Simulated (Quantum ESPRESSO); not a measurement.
# CoSi2(111), stepped through the number of trilayers, part 2 of 8

What law, if any, do the results for CoSi2(111) follow against the number of trilayers?

Quantum ESPRESSO 7.5; plane-wave DFT, PBE, GBRV ultrasoft pseudopotentials.

So far. Step 2 (Variable-cell relaxation of the reference):  The last row is no step: it is a fresh SCF in the final cell with a new plane-wave basis, +0 meV from the row before. The relaxed cell has a = 5.356 Å (conventional setting).

## 3. Ground state of the reference

A bulk run at that cell gives the reference energy and levels.

ref.bulk.in

```
&control
  prefix = 'ref.bulk'
  outdir = './out'
  pseudo_dir = './pseudo'
  calculation = 'scf'
  tprnfor = .true.
/
&system
  ibrav = 0
  nat = 9
  ntyp = 2
  ecutwfc = 40
  ecutrho = 200
  occupations = 'smearing'
  smearing = 'mv'
  degauss = 0.02
/
&electrons
  conv_thr = 1e-09
  mixing_beta = 0.4
  electron_maxstep = 120
/
ATOMIC_SPECIES
  Co  58.9332  co_pbe_v1.2.uspp.F.UPF
  Si  28.0850  si_pbe_v1.uspp.F.UPF
CELL_PARAMETERS angstrom
  3.78698640100000 0.00000000000000 0.00000000000000
  -1.89349320100000 3.27962642700000 0.00000000000000
  0.00000000000000 0.00000000000000 9.27823110600000
ATOMIC_POSITIONS crystal
  Co  0.000000000000 0.000000000000 0.000000000000
  Si  0.333333333300 0.666666666700 0.083338088700
  Si  0.666666666700 0.333333333300 0.916661911300
  Co  0.333333333300 0.666666666700 0.333332984400
  Si  0.666666666700 0.333333333300 0.416671430900
  Si  0.000000000000 0.000000000000 0.249995214600
  Co  0.666666666700 0.333333333300 0.666667015600
  Si  0.000000000000 0.000000000000 0.750004785400
  Si  0.333333333300 0.666666666700 0.583328569100
K_POINTS automatic
  12 12 5 0 0 0
```

Command:

```bash
> OMP_NUM_THREADS=1 mpirun -n 8 pw.x -nk 8 -in ref.bulk.in > ref.bulk.out
```

Log:

```text
[banner, memory and clock lines left out]
Program PWSCF v.7.5 starts
[citation notice left out]

[...]
Message from routine setup:
[...]
bravais-lattice index     =            0
     lattice parameter (alat)  =       7.1564  a.u.
     unit-cell volume          =     777.6424 (a.u.)^3
     number of atoms/cell      =            9
     number of atomic types    =            2
     number of electrons       =        75.00
     number of Kohn-Sham states=           46
     kinetic-energy cutoff     =      40.0000  Ry
     charge density cutoff     =     200.0000  Ry
     scf convergence threshold =      1.0E-09
     mixing beta               =       0.4000
     number of iterations used =            8  plain     mixing
     Exchange-correlation= SLA  PW   PBE  PBE
                           (   1   4   3   4   0   0   0)

[...]
PseudoPot. # 1 for Co read from file:
     ./pseudo/co_pbe_v1.2.uspp.F.UPF
     Pseudo is Ultrasoft + core correction, Zval = 17.0
     Generated by new atomic code, or converted to UPF format
     Using radial grid of  863 points,  6 beta functions with:
                l(1) =   0
                l(2) =   0
                l(3) =   1
                l(4) =   1
                l(5) =   2
                l(6) =   2
     Q(r) pseudized with  8 coefficients,  rinner =    1.200   1.200   1.200
                                                       1.200   1.200

     PseudoPot. # 2 for Si read from file:
     ./pseudo/si_pbe_v1.uspp.F.UPF
     Pseudo is Ultrasoft + core correction, Zval =  4.0
     Generated by new atomic code, or converted to UPF format
     Using radial grid of  899 points,  6 beta functions with:
                l(1) =   0
                l(2) =   0
                l(3) =   1
                l(4) =   1
                l(5) =   2
                l(6) =   2
     Q(r) pseudized with  8 coefficients,  rinner =    0.900   0.900   0.900
                                                       0.900   0.900

     atomic species   valence    mass     pseudopotential
     Co               17.00    58.93320     Co( 1.00)
     Si                4.00    28.08500     Si( 1.00)

     12 Sym. Ops., with inversion, found

[...]
number of k points=    81  Marzari-Vanderbilt smearing, width (Ry)=  0.0200
[...]
Dense  grid:    37081 G-vectors     FFT dimensions: (  36,  36,  80)

     Smooth grid:    26525 G-vectors     FFT dimensions: (  30,  30,  72)

     Check: negative core charge=   -0.000019

     Initial potential from superposition of free atoms

     starting charge      71.9960, renormalised to      75.0000
     Starting wfcs are   63 randomized atomic wfcs

     per-process dynamical memory:    67.7 Mb

     Self-consistent Calculation

     iteration #  1     ecut=    40.00 Ry     beta= 0.40
     Davidson diagonalization with overlap
     ethr =  1.00E-02,  avg # of iterations =  4.0

     total energy              =    -928.90449083 Ry
     estimated scf accuracy    <      48.74221185 Ry

     iteration #  2     ecut=    40.00 Ry     beta= 0.40
[...]
total energy              =    -951.71091896 Ry
     estimated scf accuracy    <      72.38814919 Ry

     iteration #  3     ecut=    40.00 Ry     beta= 0.40
[...]
total energy              =    -953.29589759 Ry
     estimated scf accuracy    <      15.49278914 Ry

     iteration #  4     ecut=    40.00 Ry     beta= 0.40
[...]
total energy              =    -953.31263989 Ry
     estimated scf accuracy    <       4.22858183 Ry

     iteration #  5     ecut=    40.00 Ry     beta= 0.40
[...]
total energy              =    -953.13195037 Ry
     estimated scf accuracy    <       0.85482015 Ry

     iteration #  6     ecut=    40.00 Ry     beta= 0.40
[...]
total energy              =    -953.43777047 Ry
     estimated scf accuracy    <       0.68368472 Ry

[...]
iteration # 20     ecut=    40.00 Ry     beta= 0.40
[...]
total energy              =    -953.34417331 Ry
     estimated scf accuracy    <       0.00000004 Ry

     iteration # 21     ecut=    40.00 Ry     beta= 0.40
[...]
c_bands:  1 eigenvalues not converged
[...]
total energy              =    -953.34417331 Ry
     estimated scf accuracy    <       0.00000013 Ry

     iteration # 22     ecut=    40.00 Ry     beta= 0.40
[...]
total energy              =    -953.34417332 Ry
     estimated scf accuracy    <          4.5E-09 Ry

     iteration # 23     ecut=    40.00 Ry     beta= 0.40
[...]
End of self-consistent calculation

          k = 0.0000 0.0000 0.0000 (  3245 PWs)   bands (ev):

   -81.9850 -81.9849 -81.9849 -45.3080 -45.3080 -45.3080 -45.3080 -45.3077
   -45.3077 -45.3072 -45.3071 -45.3053  -0.3479   1.2979   1.2979   5.6138
     5.6138   8.7088   8.7090   8.7090   9.1139   9.1139   9.1139   9.1139
    10.8099  10.8099  10.8099  10.8099  10.8829  10.8829  11.1934  11.1934
    13.2448  13.2448  13.2448  13.2448  13.5399  15.3878  15.3878  16.2171
    16.2201  16.2202  16.2338  16.2350  16.2351  16.4285

          k = 0.0000 0.0000 0.0816 (  3305 PWs)   bands (ev):

   -81.9850 -81.9849 -81.9849 -45.3080 -45.3080 -45.3079 -45.3079 -45.3077
   -45.3077 -45.3075 -45.3067 -45.3054  -0.2803   0.7168   1.9856   4.6672
     6.5373   8.5373   8.7333   8.7333   9.0176   9.0176   9.1749   9.1749
    10.7431  10.7431  10.8245  10.8619  10.8619  10.9660  10.9660  11.7651
    12.7198  12.7198  13.6145  13.8351  13.8351  15.0471  15.1394  15.4748
    15.6238  15.6238  16.2964  16.2964  16.6476  16.6476

[...]
the Fermi energy is    12.7536 ev

!    total energy              =    -953.34417332 Ry
     estimated scf accuracy    <          1.4E-10 Ry
     smearing contrib. (-TS)   =       0.00401452 Ry
     internal energy E=F+TS    =    -953.34818784 Ry

     The total energy is F=E-TS. E is the sum of the following terms:
     one-electron contribution =    -713.51457784 Ry
     hartree contribution      =     396.09966850 Ry
     xc contribution           =    -124.71658540 Ry
     ewald contribution        =    -511.21669311 Ry

     convergence has been achieved in  23 iterations

     Forces acting on atoms (cartesian axes, Ry/au):

     atom    1 type  1   force =     0.00000000    0.00000000    0.00000000
     atom    2 type  2   force =     0.00000000    0.00000000    0.00008432
     atom    3 type  2   force =     0.00000000    0.00000000   -0.00008432
     atom    4 type  1   force =    -0.00000000   -0.00000000   -0.00000792
     atom    5 type  2   force =     0.00000000    0.00000000    0.00007661
     atom    6 type  2   force =     0.00000000    0.00000000   -0.00008717
     atom    7 type  1   force =     0.00000000    0.00000000    0.00000792
     atom    8 type  2   force =     0.00000000    0.00000000    0.00008717
     atom    9 type  2   force =     0.00000000   -0.00000000   -0.00007661

     Total force =     0.000203     Total SCF correction =     0.000006

[...]
```

Wall time 2.2 min (8 MPI ranks of Arm Neoverse N1, shared host); peak memory 0.86 GiB.

Read from the output:

* free energy: -12970.9083 eV

(Continued in part 3 of 8.)

[Logs are printed without paths, hosts, clocks, repeated set-up lines and the standing remarks that a program may print on its own settings, such as how far it seeks lower states.]

[Hosts, paths, dates, database ids (printed as entryN), source tags and the programs' standing remarks are cut or masked in the printed files.]

[Maps of the electrostatic potential energy from Ansatz leave out the sawtooth potential of an applied field or a dipole correction, so their vacuum need not be flat; planar profiles and work functions include it.]
